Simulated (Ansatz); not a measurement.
# Depolarisation of Y on Al(111): the Topping model put to the test

In Topping's model the dipole per adsorbate falls as μ = μ₀/(1 + 9αn^(3/2)), with n the density and α a polarisability, so 1/μ is a straight line in n^(3/2).

**Method.** Ansatz 0.2.0, plane waves with PAW datasets (its set soft_2), LDA; 4 layers at the tabulated experimental lattice constant with the lower two held, adsorbates relaxed from the fcc site, dipole correction. μ is the change of the cell's dipole per adsorbate, positive end outwards.

```tsv
run	n^(3/2) (nm⁻³)	1/μ (1/D)
0.0625 ML	0.83	0.417
0.111 ML	1.96	?
0.25 ML	6.60	1.004
```

**Question.** What value belongs in the row marked “?”, and how far can the other rows tell?

Two rows fix a line: slope = (1.004 − 0.417) / (6.60 − 0.83) = 0.1017, intercept 0.3327. The intercept gives μ₀ = 1/0.3327 = 3.01 D, and slope over intercept 9α = 0.306 nm³, or α = 34 Å³, an effective value that holds the metal's image. At 1.96 it gives 0.1017 × 1.96 + 0.3327 = 0.532 1/D. Rounding of the rows alone allows about ±0.001 1/D there; two rows can't show whether the line holds.

The run itself gives 0.510 1/D: a miss of −0.022 1/D, or 4.3 % of the value. In dipoles that is 1.88 D predicted against 1.96 D found. The line meets this point to some per cent.

**Limits.** Heights and bonding change with coverage, which the model leaves out; its factor is about 9 for square and hexagonal arrays and differs for rectangular ones and rows; and slabs this thin add errors of their own. The test is put only to electropositive adsorbates whose dipole falls by a fifth or more between the two rows shown.

[Logs are printed without paths, hosts, clocks, repeated set-up lines and the standing remarks that a program may print on its own settings, such as how far it seeks lower states.]
